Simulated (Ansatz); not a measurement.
## AlN (F-43m): refractive index against wavelength

The refractive index of AlN (F-43m) below the direct gap (4.19 eV on the mesh) is read from one computed spectrum, n = √(Re ε).

Symmetry: F-43m, No. 216, cubic system. The conventional cell has a = 4.368 Å, b = 4.368 Å, c = 4.368 Å, α = 90.00°, β = 90.00°, γ = 90.00°. Al on site a is surrounded by 4 N at 1.89 Å. Around N on site d lie 4 Al at 1.89 Å.

Method: Ansatz 0.2.0, PBE, independent particles, k-mesh 12×12×12 with interpolation inside its cells, Gaussian parameter 0.1 eV.

Launch of the response step: `ansatz run input.yaml --threads 4 --pin off --max-ram 8192MiB --backend cpu --events-out ev --progress --plain --runs-dir out`. The run took 3 s, on 4 threads of Arm Neoverse V2, with other jobs on the host.

```
wavelength (nm)  photon energy E (eV)       n
           1310                 0.946  2.1858
           1064                 1.165  2.1920
            850                 1.459       ?
            700                 1.771  2.2169
            633                 1.959  2.2272
            532                 2.331  2.2520
            450                 2.755  2.2886
```

In the single-oscillator model n² − 1 = E₀E_d/(E₀² − E²), so 1/(n² − 1) = E₀/E_d − E²/(E₀E_d) is linear in E².

Working, on the rows shown:

| x = E² (eV²) | y = 1/(n² − 1) |
| --- | --- |
| 0.895757 | 0.26471 |
| 1.35784 | 0.262821 |
| 3.13716 | 0.255451 |
| 3.83641 | 0.252498 |
| 5.43137 | 0.245609 |
| 7.59115 | 0.235978 |

Means: x̄ = 3.7083, ȳ = 0.25284. Σ(x − x̄)(y − ȳ) = -0.1363, Σ(x − x̄)² = 31.82. Slope = -0.1363 / 31.82 = -0.004283; intercept = ȳ − slope · x̄ = 0.26873. Turned back into n, the line misses the rows shown by at most 0.00092.

Fill in the last column of the withheld row.

At x = 2.1276 the line gives y = 0.25962, that is 2.2027. The run gave 2.2025, so the interpolation is off by 0.00019, 0.2 % of the range in the table.

Refitted with all rows, the slope is -0.004286 and the intercept 0.26874. These give E₀ = √(intercept/−slope) = 7.92 eV and E_d = E₀/intercept = 29.5 eV; E₀ is 1.9 times the direct gap. The electronic limit at long wavelengths, without lattice vibrations, is n = √(1 + 1/intercept) = 2.173. Excitons are left out and so are local fields; PBE gaps are as a rule too small.

[Logs are printed without paths, hosts, clocks, repeated set-up lines and the standing remarks that a program may print on its own settings, such as how far it seeks lower states.]
